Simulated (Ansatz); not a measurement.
Rows from a G0W0 calculation on BaSrInSbO6 (F-43m) (Ansatz 0.2.0; G0W0 on PBE with a share 0.5 of screened exact exchange (omega 0.2078 1/A), plane waves, PAW; PAW set soft_1; 4×4×4 mesh, 601 empty bands, screening to 150 eV, PAW set soft_1 files), in eV. Spin-orbit coupling is left out.

```csv
row,Σx,Σc,Vxc,Z
A,-5.66,-3.67,-9.61,0.88
B,-26.26,3.86,-23.19,0.81
C,-12.95,-3.51,-16.80,0.87
```

Question: Which rows are filled states and which are empty ones, and how can one tell?

Filled: B. Empty: A and C. The sign of Σc tells: for a filled state bare exchange, which holds its interaction with itself, lies below Vxc (Σx − Vxc is -3.1 eV or lower here) and screening gives part back as a positive Σc. For an empty state Σx lies above Vxc (+3.8 eV or more) and the Coulomb hole leaves Σc negative.

[Paths, hosts, dates, memory and timing lines, banners, echoed tables and standing remarks are left out of the program output.]

[Logs are printed without paths, hosts, clocks, repeated set-up lines and the standing remarks that a program may print on its own settings, such as how far it seeks lower states.]

[Runs of the session that timed out or met a known fault of the program may be left out.]

[Cells called generated may have been cut or substituted from an entry of the Crystallography Open Database or the Materials Project.]

[Hosts, paths, dates, database ids (printed as entryN), source tags and the programs' standing remarks are cut or masked in the printed files.]
